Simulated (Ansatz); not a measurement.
## Changed inputs in constrained RPA: CaOsO3 (cubic perovskite) (Pm-3m)

Wanted: the sensitivity and cost of U and J for CaOsO3 (cubic perovskite) (Pm-3m).

Main program and level: Ansatz 0.2.0; constrained RPA on LDA, plane waves, PAW.

The structure was built from a prototype and need not be the compound's stable phase.

## (1) The structure

The structure is cubic, space group Pm-3m (No. 221). The conventional cell has a = 3.854 Å, b = 3.854 Å, c = 3.854 Å, α = 90.00°, β = 90.00°, γ = 90.00°. Ca has 12 O at 2.73 Å nearest. Os has 6 O at 1.93 Å nearest. Nearest to O lie 2 Os at 1.93 Å and 4 Ca at 2.73 Å. Farther neighbours and most contacts between anions are not listed.

As a file:

```cif
data_structure
_symmetry_space_group_name_H-M 'Pm-3m'
_symmetry_Int_Tables_number 221
_cell_length_a 3.8541
_cell_length_b 3.8541
_cell_length_c 3.8541
_cell_angle_alpha 90.000
_cell_angle_beta 90.000
_cell_angle_gamma 90.000
_cell_volume 57.25
loop_
_atom_site_label
_atom_site_type_symbol
_atom_site_symmetry_multiplicity
_atom_site_Wyckoff_symbol
_atom_site_fract_x
_atom_site_fract_y
_atom_site_fract_z
_atom_site_occupancy
Ca1 Ca 1 a 0.00000 0.00000 0.00000 1
Os1 Os 1 b 0.50000 0.50000 0.50000 1
O1 O 3 c 0.00000 0.50000 0.50000 1
```

The structure was relaxed with LDA. The structure type comes from a generator and need not be one that this composition takes. The structure was generated from a model, not taken from a measurement. The runs that relaxed it are not among those shown. The program's search for lower electronic states was switched off, so nothing shows that the state found is the lowest. Spin-orbit coupling is left out unless a step names it. The default PAW set here is soft_2. Its files were made with PBE.

## (2) Base: Os t2g, bands v2 to c1, 4×4×4 mesh, medium accuracy

Constrained RPA screens the interaction with every transition except those inside the target bands, which a later many-body model would treat itself.

input.yaml reads:

```yaml
crystal:
  lattice:
    - [0.0, -3.85406673, 0.0]
    - [0.0, 0.0, 3.85406673]
    - [-3.85406673, 0.0, 0.0]
  atoms:
    - { symbol: Ca, position: [0.0, 0.0, 0.0] }
    - { symbol: Os, position: [0.5, 0.5, 0.5] }
    - { symbol: O, position: [0.5, 0.5, 0.0] }
    - { symbol: O, position: [0.5, 0.0, 0.5] }
    - { symbol: O, position: [0.0, 0.5, 0.5] }
kpoints:
  mp_grid: { grid: [6, 6, 6] }
hamiltonian:
  xc: lda
scf:
  occupations: { method: gaussian, width: 0.08 }
  n_extra_bands: 19
  max_iter: 150
  lower_state_search: "off"
output:
  crpa:
    kmesh: [4, 4, 4]
    target_bands: [v2, c1]
    projections: [{ species: Os, l: d, shell: 5, orbitals: [dxz, dyz, dxy] }]
  local_orbitals:
    kmesh: [8, 8, 8]
    orbitals: [{ species: Os, l: d, shell: 5, orbitals: [dxz, dyz, dxy] }]
    window: { bands: [v2, c1] }
    seedname: lo
```

Command:

```sh
ansatz run input.yaml --threads 4 --pin off --max-ram 9216MiB --backend cpu --events-out ev --progress --plain --runs-dir out
```

Numbers of over 12 decimals in the logs are rounded to 6 here.

What it wrote:

```text
scf.n_extra_bands = 19 over 22 filled bands (N_el = 44.0): the run solves 41 bands
Engine: ansatz 0.2.0, x86_64-unknown-linux-gnu
Pseudopotentials: kind: paw
Pseudopotential: Ca, paw, valence charge 10, recommended cutoff 420 eV (normal), Ca.paw.azcp
Pseudopotential: Os, paw, valence charge 16, recommended cutoff 420 eV (normal), Os.paw.azcp
Pseudopotential: O, paw, valence charge 6, recommended cutoff 420 eV (normal), O.paw.azcp
Functional definition: SPW92
  exchange = slater_x
  correlation = pw_c
Crystal: 5 atoms, lattice volume = 57.248 Å³
Basis set: ecut = 420 eV, 1141 PW (Γ)
Bands: 41, of which v1, the nominal top of the filled ones, is band 22 counted from 1 (21 counted from 0)
Symmetry: 48 space group operations
Space group: Pm-3m (ITA 221), of the structure as read, at distance tolerance 3.9e-5 Å
k-points: 20 of 216
Non-local potential: Ca, projectors of the file, l = 0: 3, l = 1: 2, l = 2: 2
Non-local potential: Os, projectors of the file, l = 0: 3, l = 1: 2, l = 2: 2, l = 3: 1
Non-local potential: O, projectors of the file, l = 0: 2, l = 1: 2, l = 2: 1
PAW form: soft (Blöchl's): semilocal exchange-correlation on the pseudo side does not see the compensation charge
PAW frozen core: Ca, regenerated for the run's functional, and the local potential with it (the file was generated under x = pbe(κ = 0.804, μ = 0.219515), c = pbe(β = 0.066725))
PAW frozen core: Os, regenerated for the run's functional, and the local potential with it (the file was generated under x = pbe(κ = 0.804, μ = 0.219515), c = pbe(β = 0.066725))
PAW frozen core: O, regenerated for the run's functional, and the local potential with it (the file was generated under x = pbe(κ = 0.804, μ = 0.219515), c = pbe(β = 0.066725))
PAW one-centre angular grid: Ca, 110 points (default); XC on 64 Gauss nodes
PAW one-centre angular grid: Os, 590 points (default); XC on 64 Gauss nodes
PAW one-centre angular grid: O, 110 points (default); XC on 64 Gauss nodes
Initial density: superposition of atomic densities (neutral atoms: chi_scale 0, normalization atom), corrected by the library's trained network
Initial wavefunctions: pseudopotential atomic-orbital guess
Functional: x = slater, c = lda
SCF iter   1: F=—  HF=-14557.905136 eV  |F-HF|=—  |Δ(HF+E_count)|=         —  Δρ=1.81e-2  dr2=1.59e-1  ethr=1.77e-3  ⟨swp⟩=6.7  Hψ=3874  notcnv=0  defer=138
preconditioner: auto → Kerker (q_TF=auto, 2.611 Å⁻¹)  [metal: Δε(μ)=0.066 eV  Ē_g=19.815 eV  σ=0.080 eV  W_gap=0.39  n_scr=18 (ndim 8)  ℏωp=28.6 eV  f_vac=0.001  D(μ)=4.96/eV (n_scr^D=56)]
SCF iter   2: F=—  HF=-14557.875392 eV  |F-HF|=—  |Δ(HF+E_count)|=   2.97e-2  Δρ=9.41e-3  dr2=4.89e-2  ethr=3.62e-4  ⟨swp⟩=1.4  Hψ=1005  notcnv=0  defer=197
[...]
SCF iter   7: F=-14557.863256 eV  HF=-14557.863256 eV  |F-HF|=3.00e-8  |Δ(HF+E_count)|=   1.24e-7  Δρ=8.45e-6  dr2=4.27e-8  ethr=2.27e-10  ⟨swp⟩=10.2  Hψ=3773  notcnv=0
SCF 1 converged in 7 iterations: F = -14557.863256 eV  dr2 = 4.27e-8
[...]
NSCF: frozen V_eff on 38 k-points
NSCF: frozen V_eff on 10 k-points
[...]
cRPA screening: q 1/64
cRPA screening: q 2/64
cRPA screening: q 8/64 (q-point 3)
cRPA screening: q 11/64 (q-point 6)
cRPA screening: q 23/64 (q-point 7)
cRPA screening: q 35/64 (q-point 11)
cRPA screening: q 38/64 (q-point 22)
cRPA screening: q 46/64 (q-point 23)
cRPA screening: q 58/64 (q-point 27)
cRPA screening: q 64/64 (q-point 43)
SCF converged after 7 iterations
Free energy (F): -14557.863256 eV
Harris-Foulkes:  -14557.863256 eV  (|F-HF|=3.00e-8)
Internal energy: -14557.844372 eV  (E = F + TS)
E sigma→0 (E₀):  -14557.853814 eV
Entropy (-TS):   -0.018884 eV (-3.777 meV/atom)
Fermi energy:    14.131539 eV
--- Per-component energies (eV) ---
  E_band       = -302.074216
  E_kinetic    = 1367.390323
  E_local      = -2946.851980  (includes V_loc(G=0)·N_el)
  E_nonlocal   = 223.106509
  E_hartree    = 1090.343709
  E_xc         = -617.720211
  E_vxc        = -733.512147  (∫ρ·V_xc dr)
  E_paw        = -10006.246755  (= ΣΔE_a)
  E_vpaw       = -392.906946  (= ΣTr[D̂ρ^β])
  E_aug_tail   = 0.007617  (compensation charges beyond the density's cutoff)
  E_ewald      = -3668.810249
  E_core_change = 0.936664  (= ΣΔE_core)
  E_smearing   = -0.018884  (= −TS)
  E_closure    = 0.000000  (closes the sum)
  Σ components = -14557.863256   (vs F -14557.863256, Δ=0.00e0)
--- Band table (eV; the first three rows and the last of 20) ---
  k-point 0: bands = [... 18 lower, 9.9946, 9.9946, 10.7407, 10.7407, 10.7407, 14.8634, 14.8634, 15.8674, ... 15 higher]
  k-point 1: bands = [... 18 lower, 9.8508, 9.8508, 10.7779, 11.9723, 11.9723, 14.8826, 15.9240, 16.2355, ... 15 higher]
  k-point 2: bands = [... 18 lower, 9.7691, 9.7691, 10.8548, 13.4735, 13.4735, 14.9033, 16.8272, 16.9533, ... 15 higher]
  k-point 19: bands = [... 18 lower, 10.8640, 10.8640, 15.1582, 15.1582, 15.1582, 16.8639, 16.8639, 16.8639, ... 15 higher]
--- cRPA (band scheme, projected local orbitals): target bands 21..23 (1-based), 3 Wannier function(s), 4×4×4 mesh, 46 bands' worth read of 51 solved, ecut_chi 136.0 eV, v(q+G=0) probe_charge, pair densities all_electron ---
  bands read: the sum over 46 bands ends inside a degenerate multiplet in 22 slots, whose members it reads at an even weight; the widest, k=0: bands 45 to 47 (counted from 1) at 2/3 each
  χ-basis size per q: N_G = 196..216
  window electrons = 4.0000, filled by tetrahedron_uncorrected; constrained ε̄⁻¹(q = 0, 0) head = 0.165132; min gauge Gram eig = 0.5822
  Kanamori averages over each shell's own Wannier functions (sites counted from 0, functions from 1):
    Site 1, 5D, 3 of 5 d orbitals (Wannier functions 1, 2, 3; wannier90's mr 2, 3, 5):
      screened: U = 2.6705 eV, U' = 2.1014 eV, J = 0.2501 eV
      screened, to within: U = 3.3e-3 eV, U' = 3.3e-3 eV, J = 4.3e-4 eV
      bare: V = 10.8658 eV, V' = 9.9769 eV, J = 0.3538 eV
  Hermiticity witness max|P − P†| over intra, direct and exchange elements: 4.44e-15 eV (screened), 7.68e-20 eV (bare)
  Reality witness max|Im| over intra, direct and exchange elements: 5.17e-20 eV (screened), 2.83e-19 eV (bare)
```

Elapsed: 13 s, on 4 threads of Intel Xeon Platinum 8559C (Emerald Rapids), shared host; peak memory 0.59 GiB; 49 s of CPU time.

In the SCF lines HF is the Harris–Foulkes energy and dr2 the Hartree energy of the density residual, in eV; the loop may stop once dr2 is under the threshold and the program's other checks hold. Hψ counts applications of the Hamiltonian.

This step gave:

| Property | Result |
| --- | --- |
| U | 2.670 eV |
| U prime (inter-orbital) | 2.101 eV |
| J | 0.2501 eV |
| bare V | 10.87 eV |
| bare J | 0.3538 eV |
| stated bound on U | 0.003220 eV |
| U over bare V | 0.2458 |
| electrons in the window | 4.000 |
| head of the constrained inverse dielectric matrix | 0.1651 |
| least eigenvalue of the projection's overlap | 0.5822 |
| target functions | 3 |
| bands in the sums | 46 |
| r.m.s. miss of the model bands | 0.009946 eV |
| width of the target bands | 4.417 eV |
| weight of the projected orbitals in the window | 0.6610 |

On the Os t2g shell, screening brings the on-site interaction from 10.9 eV down to U = 2.67 eV.

## (3) Changed: 6×6×6 mesh

input.yaml, the sections that differ from step 2:

```yaml
output:
  crpa:
    kmesh: [6, 6, 6]
    target_bands: [v2, c1]
    projections: [{ species: Os, l: d, shell: 5, orbitals: [dxz, dyz, dxy] }]
# crystal, kpoints, hamiltonian, scf: as in step 2
```

What it wrote:

```text
[...]
Crystal: 5 atoms, lattice volume = 57.248 Å³
Basis set: ecut = 420 eV, 1141 PW (Γ)
Bands: 41, of which v1, the nominal top of the filled ones, is band 22 counted from 1 (21 counted from 0)
Symmetry: 48 space group operations
[...]
k-points: 20 of 216
[...]
SCF iter   1: F=—  HF=-14557.905136 eV  |F-HF|=—  |Δ(HF+E_count)|=         —  Δρ=1.81e-2  dr2=1.59e-1  ethr=1.77e-3  ⟨swp⟩=6.7  Hψ=3874  notcnv=0  defer=138
[...]
SCF iter   7: F=-14557.863256 eV  HF=-14557.863256 eV  |F-HF|=3.00e-8  |Δ(HF+E_count)|=   1.24e-7  Δρ=8.45e-6  dr2=4.27e-8  ethr=2.27e-10  ⟨swp⟩=10.2  Hψ=3773  notcnv=0
SCF 1 converged in 7 iterations: F = -14557.863256 eV  dr2 = 4.27e-8
[...]
NSCF: frozen V_eff on 20 k-points
[...]
cRPA screening: q 1/216
cRPA screening: q 2/216
cRPA screening: q 8/216 (q-point 3)
cRPA screening: q 14/216 (q-point 4)
cRPA screening: q 17/216 (q-point 8)
[...]
Free energy (F): -14557.863256 eV
[...]
Internal energy: -14557.844372 eV  (E = F + TS)
E sigma→0 (E₀):  -14557.853814 eV
Entropy (-TS):   -0.018884 eV (-3.777 meV/atom)
Fermi energy:    14.131539 eV
[...]
--- Band table (eV; the first three rows and the last of 20) ---
  k-point 0: bands = [... 18 lower, 9.9946, 9.9946, 10.7407, 10.7407, 10.7407, 14.8634, 14.8634, 15.8674, ... 15 higher]
  k-point 1: bands = [... 18 lower, 9.8508, 9.8508, 10.7779, 11.9723, 11.9723, 14.8826, 15.9240, 16.2355, ... 15 higher]
  k-point 2: bands = [... 18 lower, 9.7691, 9.7691, 10.8548, 13.4735, 13.4735, 14.9033, 16.8272, 16.9533, ... 15 higher]
  k-point 19: bands = [... 18 lower, 10.8640, 10.8640, 15.1582, 15.1582, 15.1582, 16.8639, 16.8639, 16.8639, ... 15 higher]
[...]
χ-basis size per q: N_G = 196..216
[...]
Site 1, 5D, 3 of 5 d orbitals (Wannier functions 1, 2, 3; wannier90's mr 2, 3, 5):
      screened: U = 2.6399 eV, U' = 2.0789 eV, J = 0.2461 eV
      screened, to within: U = 3.2e-3 eV, U' = 3.2e-3 eV, J = 4.3e-4 eV
      bare: V = 10.7216 eV, V' = 9.8418 eV, J = 0.3481 eV
[...]
[key lines of the parts left out:]
SCF converged after 7 iterations
```

Elapsed: 73 s, on 4 threads; peak memory 0.76 GiB; 4.5 min of CPU time.

Numbers from this step:

```
U                                                 : 2.640 eV
U prime (inter-orbital)                           : 2.079 eV
J                                                 : 0.2461 eV
bare V                                            : 10.72 eV
bare J                                            : 0.3481 eV
stated bound on U                                 : 0.003188 eV
U over bare V                                     : 0.2462
electrons in the window                           : 4.000
head of the constrained inverse dielectric matrix : 0.1764
least eigenvalue of the projection's overlap      : 0.5783
target functions                                  : 3
bands in the sums                                 : 46
width of the target bands                         : 4.417 eV
weight of the projected orbitals in the window    : 0.6610
```

On the Os t2g shell, screening brings the on-site interaction from 10.7 eV down to U = 2.64 eV.

## (4) Changed: 2×2×2 mesh

Edit input.yaml of step 3 so:

```diff
@@ -22,3 +22,3 @@
   crpa:
-    kmesh: [6, 6, 6]
+    kmesh: [2, 2, 2]
     target_bands: [v2, c1]
```

What it wrote:

```text
[...]
Crystal: 5 atoms, lattice volume = 57.248 Å³
Basis set: ecut = 420 eV, 1141 PW (Γ)
Bands: 41, of which v1, the nominal top of the filled ones, is band 22 counted from 1 (21 counted from 0)
Symmetry: 48 space group operations
[...]
k-points: 20 of 216
[...]
k-point 19: bands = [... 18 lower, 10.8640, 10.8640, 15.1582, 15.1582, 15.1582, 16.8639, 16.8639, 16.8639, ... 15 higher]
[...]
χ-basis size per q: N_G = 196..216
[...]
Site 1, 5D, 3 of 5 d orbitals (Wannier functions 1, 2, 3; wannier90's mr 2, 3, 5):
      screened: U = 2.9853 eV, U' = 2.3397 eV, J = 0.2840 eV
      screened, to within: U = 3.9e-3 eV, U' = 3.9e-3 eV, J = 5.0e-4 eV
      bare: V = 11.9479 eV, V' = 10.9792 eV, J = 0.4012 eV
[...]
[key lines of the parts left out:]
SCF converged after 7 iterations
Free energy (F): -14557.863256 eV
Fermi energy:    14.131539 eV
```

Elapsed: 3.4 s, on 4 threads; peak memory 0.52 GiB.

Numbers from this step:

```yaml
u: 2.985 eV
u_prime_inter_orbital: 2.340 eV
j: 0.2840 eV
bare_v: 11.95 eV
bare_j: 0.4012 eV
stated_bound_on_u: 0.003885 eV
u_over_bare_v: 0.2499
electrons_in_the_window: 4
head_of_the_constrained_inverse_dielectric_matrix: 0.1355
least_eigenvalue_of_the_projection_s_overlap: 0.5822
target_functions: 3
bands_in_the_sums: 46
width_of_the_target_bands: 4.417 eV
weight_of_the_projected_orbitals_in_the_window: 0.6610
```

On the Os t2g shell, screening brings the on-site interaction from 11.9 eV down to U = 2.99 eV.

(Continued in part 2 of 2.)

[Paths, hosts, dates, memory and timing lines, banners, echoed tables and standing remarks are left out of the program output.]

[Logs are printed without paths, hosts, clocks, repeated set-up lines and the standing remarks that a program may print on its own settings, such as how far it seeks lower states.]

[Runs of the session that timed out or met a known fault of the program may be left out.]

[Hosts, paths, dates, database ids (printed as entryN), source tags and the programs' standing remarks are cut or masked in the printed files.]
